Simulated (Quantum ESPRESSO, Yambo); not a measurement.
# MoS2 (R3m): G0W0 in Yambo against the screening cutoff

Wanted: the cheapest screening cutoff that holds the gap of MoS2 (R3m).

Program: Yambo 5.3.0. Level of theory: PBE and many-body steps on it, plane waves. Results are calculated unless marked as measured.

### 1. Starting point

Symmetry: R3m, No. 160, trigonal system. The conventional cell has a = 3.160 Å, b = 3.160 Å, c = 18.450 Å, α = 90.00°, β = 90.00°, γ = 120.00°. Nearest to Mo lie 6 S at 2.40 Å. Nearest to S lie 3 Mo at 2.40 Å. Nearest to S lie 3 Mo at 2.40 Å. Farther neighbours and most contacts between anions are not listed.

Structure file:

```
Mo S
1.0
     1.58000    0.91221    6.15000
    -1.58000    0.91221    6.15000
     0.00000   -1.82443    6.15000
Mo S
1 2
Direct
  0.00009 0.00009 0.00009
  0.24863 0.24863 0.24863
  0.41827 0.41827 0.41827
```

Geometry: measured (diffraction); atoms relaxed with PBE. The runs that relaxed it are not among those shown.

### 2. 2.5 Ha

This step: Yambo 5.3.0; G0W0 on PBE, plane waves, norm-conserving pseudopotentials.

Now the one-shot GW correction: screening in the RPA, then the self-energy of the levels asked for.

Input file gw7.in:

```
HF_and_locXC
gw0
dyson
ppa
em1d
rim_cut
RandQpts= 1000000
RandGvec= 1 RL
EXXRLvcs= 72 Ry
VXCRLvcs= 288 Ry
Chimod= "HARTREE"
% BndsRnXp
 1 | 99 |
%
NGsBlkXp= 5 Ry
% LongDrXp
 1 | 1 | 1 |
%
% GbndRnge
 1 | 99 |
%
DysSolver= "n"
ExtendOut
PPAPntXp= 27.21138 eV
% QPkrange
 13 | 13 | 12 | 15 |
 6 | 6 | 12 | 15 |
 1 | 1 | 12 | 15 |
%
```

On the command line:

```bash
$ OMP_NUM_THREADS=1 mpirun -n 4 yambo -F gw7.in -J gw7 -C gw7 > gw7.log
```

Output:

```text
 Yambo, version 5.3.0

 [02] CORE Variables Setup
 =========================

  [... cell, symmetries and grids as in the set-up ...]

  [02.05] Energies & Occupations
  ==============================

  [X] === General ===
  [X] Electronic Temperature                        :  0.000000  0.000000 [eV K]
  [X] Bosonic    Temperature                        :  0.000000  0.000000 [eV K]
  [X] Finite Temperature mode                       : no
  [X] El. density                                   :  0.48887E+24 [cm-3]
  [X] Fermi Level                                   :  11.12878 [eV]

  [X] === Gaps and Widths ===
  [X] Conduction Band Min                           :  1.220853 [eV]
  [X] Valence Band Max                              :  0.000000 [eV]
  [X] Filled Bands                                  :  13
  [X] Empty Bands                                   :    14   354
  [X] Direct Gap                                    :  2.168932 [eV]
  [X] Direct Gap localized at k                     :  13
  [X] Indirect Gap                                  :  1.220853 [eV]
  [X] Indirect Gap between kpts                     :  13   6
  [X] Last valence band width                       :  1.498424 [eV]
  [X] 1st conduction band width                     :  0.948079 [eV]

 [03] Transferred momenta grid and indexing
 ==========================================

 IBZ Q-points                                      :  13
 BZ  Q-points                                      :   64

 K/Q-points units:
 rlu = crystal or reduced units; cc = cartesian coordinates; iku = interal k-units

 Q [ 1]         [rlu]:  0.000000  0.000000  0.000000
 Q [ 2]         [rlu]:  0.20796E-16  0.20796E-16  0.25000
 Q [ 3]         [rlu]: -0.39506E-16 -0.39506E-16 -0.50000
 Q [ 4]         [rlu]:  0.90844E-16  0.25000      0.25000
 Q [ 5]         [rlu]:  0.72093E-16  0.25000      0.50000
 Q [ 6]         [rlu]:  0.97055E-16  0.25000     -0.25000
 Q [ 7]         [rlu]: -0.18169E-15 -0.50000     -0.50000
 Q [ 8]         [rlu]:  0.250000  0.250000  0.250000
 Q [ 9]         [rlu]:  0.250000  0.250000  0.500000
 Q [10]         [rlu]:  0.250000  0.250000 -0.250000
 Q [11]         [rlu]:  0.250000  0.500000  0.500000
 Q [12]         [rlu]:  0.250000  0.500000  0.750000
 Q [13]         [rlu]: -0.500000 -0.500000 -0.500000

 [04] Coloumb potential Random Integration (RIM)
 ===============================================

  [04.01] RIM initialization
  ==========================

  * Diagonal components only detected *

  8 x (sBL volume)        :  0.086392 [a.u.]
  sBZ random points       :  1000000
  Points outside the sBZ  :   7986638
  RL volume               :  0.691135 [a.u.]
  Integrated volume       :  0.692292 [a.u.]

  [04.02] RIM integrals
  =====================

  Gamma point sphere radius             :  0.080188 [a.u.]
  Points outside the sphere             :   806837
  [Int_sBZ(q=0) 1/q^2]*(Vol_sBZ)^(-1/3) =:  7.307761
                                 should be <:  7.795600

  Summary of Coulomb integrals for non-metallic bands |Q|[au] RIM/Bare

  Q [1] 0.100000E-4 0.937421 * Q [8] 0.135159 0.695778
  Q [13] 0.270319 0.897344 * Q [2] 0.307064 1.133254
  Q [4] 0.316824 1.110866 * Q [9] 0.353178 1.052893
  Q [11] 0.378157 1.032353 * Q [6] 0.526095 1.045051
  Q [5] 0.543179 1.037602 * Q [12] 0.591479 1.022843
  Q [10] 0.609150 1.033215 * Q [3] 0.614128 1.031725
  Q [7] 0.633649 1.026812

 [WARNING] [Xp] User bands 1-99 break level degeneracy

 [05] Dipoles
 ============

  [05.01] Setup: observables and procedures
  =========================================

  [WARNING] [x,Vnl] slows the Dipoles computation. To neglect it rename the ns.kb_pp file

 [06] Dynamic Dielectric Matrix (PPA)
 ====================================

 [WR./gw7//ndb.pp]---------------------------------------------------------------
  Brillouin Zone Q/K grids (IBZ/BZ)                :   13   64   13   64
  RL vectors                                       :   4877 [WF]
  Coulomb cutoff potential                         : none
[...]
X poles                                          :  100.0000 [o/o]
  RL vectors in the sum                            :   4877
  [r,Vnl] included                                 : yes
  Field direction                                  :  0.577350E-5  0.577350E-5  0.577350E-5
  BZ energy Double Grid                            : no
  BZ energy DbGd points                            : 0
  BZ Q point size factor                           : -1.000000
  X Optical Averaged directions                    : none

 [07] Local Exchange-Correlation + Non-Local Fock
 ================================================

 [VXC] Plane waves :  29607
 [EXS] Plane waves :   3673

 QP @ state[ 1 ] K range:  1  1
 QP @ state[ 1 ] b range:  12  15
 QP @ state[ 2 ] K range:   6   6
 QP @ state[ 2 ] b range:  12  15
 QP @ state[ 3 ] K range:  13  13
 QP @ state[ 3 ] b range:  12  15

 [xc] Functional : Perdew, Burke & Ernzerhof(X)+Perdew, Burke & Ernzerhof(C)
 [xc] LIBXC used to calculate xc functional
  PP Number of Atomic Species                      :  2
  NLCC RL compoments                               :  29607
  PP Number of Atomic Species                      :  2
  NLCC RL compoments                               :  29607

 [xc] E_xc :  -12.44978 [Ha]
      E_xc :  -24.89955 [Ry]

  Local XC kind (lXC) : Perdew, Burke & Ernzerhof(X)+Perdew, Burke & Ernzerhof(C)
  Non-Local XC kind (nlXC) : Hartree-Fock

  Corrections @ K [1] :  [eV]
 <12|nlXC|12> = -16.34787 -0.54018E-17 <12|lXC|12> = -14.46039 -0.75527E-15
 <13|nlXC|13> = -16.39189  0.15196E-17 <13|lXC|13> = -14.67231 -0.37763E-15
 <14|nlXC|14> = -11.15066 -0.16937E-17 <14|lXC|14> = -15.60559  0.000000
 <15|nlXC|15> = -11.15066 -0.12576E-17 <15|lXC|15> = -15.60559  0.000000

  Corrections @ K [6] :  [eV]
 <12|nlXC|12> = -17.06606  0.30373E-17 <12|lXC|12> = -14.25584  0.94408E-16
 <13|nlXC|13> = -17.09257 -0.89799E-17 <13|lXC|13> = -16.06997  0.000000
[...]
Corrections @ K [13] :  [eV]
[...]
<13|nlXC|13> = -17.05211 -0.12146E-16 <13|lXC|13> = -16.41795  0.94408E-16
 <14|nlXC|14> = -11.12777 -0.21852E-17 <14|lXC|14> = -15.62599  0.000000
 <15|nlXC|15> = -11.12777 -0.18204E-17 <15|lXC|15> = -15.62599 -0.33043E-15

  [07.01] Hartree-Fock occupations report
  =======================================

  [Hartree-Fock] === General ===
  [Hartree-Fock] Electronic Temperature             :  0.000000  0.000000 [eV K]
  [Hartree-Fock] Bosonic    Temperature             :  0.000000  0.000000 [eV K]
  [Hartree-Fock] Finite Temperature mode            : no
  [Hartree-Fock] El. density                        :  0.48887E+24 [cm-3]
  [Hartree-Fock] Fermi Level                        :  11.12878 [eV]

  [Hartree-Fock] === Gaps and Widths ===
  [Hartree-Fock] Conduction Band Min                :  1.221407 [eV]
  [Hartree-Fock] Valence Band Max                   : -0.281439 [eV]
  [Hartree-Fock] Filled Bands                       :  13
  [Hartree-Fock] Empty Bands                        :    14   354
  [Hartree-Fock] Direct Gap                         :  2.389871 [eV]
  [Hartree-Fock] Direct Gap localized at k          :   8
  [Hartree-Fock] Indirect Gap                       :  1.502846 [eV]
  [Hartree-Fock] Indirect Gap between kpts          :   8   2
  [Hartree-Fock] Last valence band width            :  2.627501 [eV]
  [Hartree-Fock] 1st conduction band width          :  5.445752 [eV]

 [08] Dyson equation: Newton solver
 ==================================

  [08.01] G0W0 (W PPA)
  ====================

  [  GW  ] Bands range     :    1   99
  [GW/PPA] G damping       :  0.100000 [eV]

  QP @ state[ 1 ] K range:  1  1
  QP @ state[ 1 ] b range:  12  15
  QP @ state[ 2 ] K range:   6   6
  QP @ state[ 2 ] b range:  12  15
  QP @ state[ 3 ] K range:  13  13
  QP @ state[ 3 ] b range:  12  15

   Sc/G bands                                       :    1   99
   Sc/G damping                                     :  0.100000 ev
   Sc bands terminator                              : no
   Sx RL components                                 :   3673

   QP @ state[ 1 ] K range                          :  1  1
   QP @ state[ 1 ] b range                          :  12  15
   QP @ state[ 2 ] K range                          :   6   6
   QP @ state[ 2 ] b range                          :  12  15
   QP @ state[ 3 ] K range                          :  13  13
   QP @ state[ 3 ] b range                          :  12  15
   GF energies kind                                 : Perdew, Burke & Ernzerhof(X)+Perdew, Burke & Ernzerhof(C)
   GF WF`s kind                                     : Perdew, Burke & Ernzerhof(X)+Perdew, Burke & Ernzerhof(C)
   Xs energies kind                                 : Perdew, Burke & Ernzerhof(X)+Perdew, Burke & Ernzerhof(C)
   Xs WF`s kind                                     : Perdew, Burke & Ernzerhof(X)+Perdew, Burke & Ernzerhof(C)

 [11] Game Over & Game summary
```

The job ended after 5.3 min (4 MPI ranks of Arm Neoverse V1, shared host; peak memory 3.7 GiB; 21 min of CPU time).

This step gave:

- G0W0 gap on the points computed: 1.668 eV
- starting gap on the mesh: 1.221 eV
- k of the valence top: -0.5, -0.5, -0.5
- k of the conduction bottom: 0, 0.25, -0.25
- least direct G0W0 gap on the computed points: 2.607 eV
- Z at the valence top: 0.7847
- Z at the conduction bottom: 0.7891

The gap on the mesh goes from 1.22 eV to 1.67 eV, a correction of +0.45 eV.

### 3. 4 Ha

gw8.in, as its differences from gw7.in of step 2:

```diff
@@ -14,3 +14,3 @@
 %
-NGsBlkXp= 5 Ry
+NGsBlkXp= 8 Ry
 % LongDrXp
```

On the command line:

```bash
$ OMP_NUM_THREADS=1 mpirun -n 4 yambo -F gw8.in -J gw8 -C gw8 > gw8.log
```

Output:

```text
 Yambo, version 5.3.0

 [02] CORE Variables Setup
 =========================

  [... cell, symmetries and grids as in the set-up ...]

  [02.05] Energies & Occupations
  ==============================

  [X] === General ===
  [X] Electronic Temperature                        :  0.000000  0.000000 [eV K]
  [X] Bosonic    Temperature                        :  0.000000  0.000000 [eV K]
  [X] Finite Temperature mode                       : no
  [X] El. density                                   :  0.48887E+24 [cm-3]
  [X] Fermi Level                                   :  11.12878 [eV]

  [X] === Gaps and Widths ===
  [X] Conduction Band Min                           :  1.220853 [eV]
  [X] Valence Band Max                              :  0.000000 [eV]
  [X] Filled Bands                                  :  13
  [X] Empty Bands                                   :    14   354
  [X] Direct Gap                                    :  2.168932 [eV]
  [X] Direct Gap localized at k                     :  13
  [X] Indirect Gap                                  :  1.220853 [eV]
  [X] Indirect Gap between kpts                     :  13   6
  [X] Last valence band width                       :  1.498424 [eV]
  [X] 1st conduction band width                     :  0.948079 [eV]

 [03] Transferred momenta grid and indexing
 ==========================================

 IBZ Q-points                                      :  13
 BZ  Q-points                                      :   64

 K/Q-points units:
 rlu = crystal or reduced units; cc = cartesian coordinates; iku = interal k-units

 Q [ 1]         [rlu]:  0.000000  0.000000  0.000000
 Q [ 2]         [rlu]:  0.20796E-16  0.20796E-16  0.25000
 Q [ 3]         [rlu]: -0.39506E-16 -0.39506E-16 -0.50000
[...]
[Hartree-Fock] Conduction Band Min                :  1.221407 [eV]
  [Hartree-Fock] Valence Band Max                   : -0.281439 [eV]
  [Hartree-Fock] Filled Bands                       :  13
  [Hartree-Fock] Empty Bands                        :    14   354
  [Hartree-Fock] Direct Gap                         :  2.389871 [eV]
  [Hartree-Fock] Direct Gap localized at k          :   8
  [Hartree-Fock] Indirect Gap                       :  1.502846 [eV]
  [Hartree-Fock] Indirect Gap between kpts          :   8   2
  [Hartree-Fock] Last valence band width            :  2.627501 [eV]
  [Hartree-Fock] 1st conduction band width          :  5.445752 [eV]

 [08] Dyson equation: Newton solver
 ==================================

  [08.01] G0W0 (W PPA)
  ====================

  [  GW  ] Bands range     :    1   99
  [GW/PPA] G damping       :  0.100000 [eV]

  QP @ state[ 1 ] K range:  1  1
  QP @ state[ 1 ] b range:  12  15
  QP @ state[ 2 ] K range:   6   6
  QP @ state[ 2 ] b range:  12  15
  QP @ state[ 3 ] K range:  13  13
  QP @ state[ 3 ] b range:  12  15

   Sc/G bands                                       :    1   99
   Sc/G damping                                     :  0.100000 ev
   Sc bands terminator                              : no
   Sx RL components                                 :   3673

   QP @ state[ 1 ] K range                          :  1  1
   QP @ state[ 1 ] b range                          :  12  15
   QP @ state[ 2 ] K range                          :   6   6
   QP @ state[ 2 ] b range                          :  12  15
   QP @ state[ 3 ] K range                          :  13  13
   QP @ state[ 3 ] b range                          :  12  15
   GF energies kind                                 : Perdew, Burke & Ernzerhof(X)+Perdew, Burke & Ernzerhof(C)
   GF WF`s kind                                     : Perdew, Burke & Ernzerhof(X)+Perdew, Burke & Ernzerhof(C)
   Xs energies kind                                 : Perdew, Burke & Ernzerhof(X)+Perdew, Burke & Ernzerhof(C)
   Xs WF`s kind                                     : Perdew, Burke & Ernzerhof(X)+Perdew, Burke & Ernzerhof(C)

 [11] Game Over & Game summary
```

It took 6 min on 4 MPI ranks; peak memory 3.8 GiB; 24 min of CPU time.

Numbers from this step:

```
G0W0 gap on the points computed              : 1.741 eV
starting gap on the mesh                     : 1.221 eV
k of the valence top                         : -0.5, -0.5, -0.5
k of the conduction bottom                   : 0, 0.25, -0.25
least direct G0W0 gap on the computed points : 2.642 eV
Z at the valence top                         : 0.7795
Z at the conduction bottom                   : 0.7845
```

Against the run before, the gap moves by +0.073 eV.

### 4. 8 Ha

gw9.in, as its differences from gw8.in of step 3:

```diff
@@ -14,3 +14,3 @@
 %
-NGsBlkXp= 8 Ry
+NGsBlkXp= 16 Ry
 % LongDrXp
```

On the command line:

```bash
$ OMP_NUM_THREADS=1 mpirun -n 4 yambo -F gw9.in -J gw9 -C gw9 > gw9.log
```

Output:

```text
 Yambo, version 5.3.0

 [02] CORE Variables Setup
 =========================

  [... cell, symmetries and grids as in the set-up ...]

  [02.05] Energies & Occupations
  ==============================

  [X] === General ===
  [X] Electronic Temperature                        :  0.000000  0.000000 [eV K]
  [X] Bosonic    Temperature                        :  0.000000  0.000000 [eV K]
  [X] Finite Temperature mode                       : no
  [X] El. density                                   :  0.48887E+24 [cm-3]
[...]
QP @ state[ 2 ] b range                          :  12  15
   QP @ state[ 3 ] K range                          :  13  13
   QP @ state[ 3 ] b range                          :  12  15
   GF energies kind                                 : Perdew, Burke & Ernzerhof(X)+Perdew, Burke & Ernzerhof(C)
   GF WF`s kind                                     : Perdew, Burke & Ernzerhof(X)+Perdew, Burke & Ernzerhof(C)
   Xs energies kind                                 : Perdew, Burke & Ernzerhof(X)+Perdew, Burke & Ernzerhof(C)
   Xs WF`s kind                                     : Perdew, Burke & Ernzerhof(X)+Perdew, Burke & Ernzerhof(C)

 [11] Game Over & Game summary
```

Wall time 11 min (4 MPI ranks); peak memory 3.9 GiB; 44 min of CPU time.

Numbers from this step:

```yaml
g0w0_gap_on_the_points_computed: 1.769 eV
starting_gap_on_the_mesh: 1.221 eV
k_of_the_valence_top: -0.5, -0.5, -0.5
k_of_the_conduction_bottom: 0, 0.25, -0.25
least_direct_g0w0_gap_on_the_computed_points: 2.668 eV
```

Against the run before, the gap moves by +0.028 eV.

### 5. The runs together

Times are wall times on 4 MPI ranks of Arm Neoverse V1, shared host, good to a factor of about two.

```
   run   mesh  bands  screening cutoff (eV)  DFT gap (eV)  gap on the mesh (eV)  direct (eV)     time
2.5 Ha  4×4×4     99                     68         1.221                 1.668        2.607  5.3 min
  4 Ha  4×4×4     99                  108.8         1.221                 1.741        2.642    6 min
  8 Ha  4×4×4     99                  217.7         1.221                 1.769        2.668   11 min
```

### 6. Outcome

```yaml
2p5_ha: 1.668 eV
4_ha: 1.741 eV
8_ha: 1.769 eV
known_limits: not at the basis limit; no spin-orbit coupling
```

The setting moved: screening cutoff. From 2.5 Ha to 8 Ha the gap moves by +0.10 eV, for 2.1 times the time. The last step still moves it by +0.028 eV. Bands and screening cutoff are coupled, so a series along one setting does not show full convergence. Bands and cutoff are finite, so the gap is not at the basis limit. The miss can reach some tenths of an eV and take either sign; the mesh is an error of its own. In the G0W0 runs levels were corrected at 3 k points alone, so a gap called «on the mesh» is the least over those, and an edge elsewhere would be missed. A denser mesh or path gives a starting gap of 0.91 eV: the GW mesh misses a band edge, so its gaps are not the fundamental one. The many-body steps are scalar-relativistic: spin-orbit coupling is not in them.

[Paths, hosts, dates, memory and timing lines, banners, echoed tables and standing remarks are left out of the program output.]

[Logs are printed without paths, hosts, clocks, repeated set-up lines and the standing remarks that a program may print on its own settings, such as how far it seeks lower states.]

[Runs of the session that timed out or met a known fault of the program may be left out.]

[Hosts, paths, dates, database ids (printed as entryN), source tags and the programs' standing remarks are cut or masked in the printed files.]
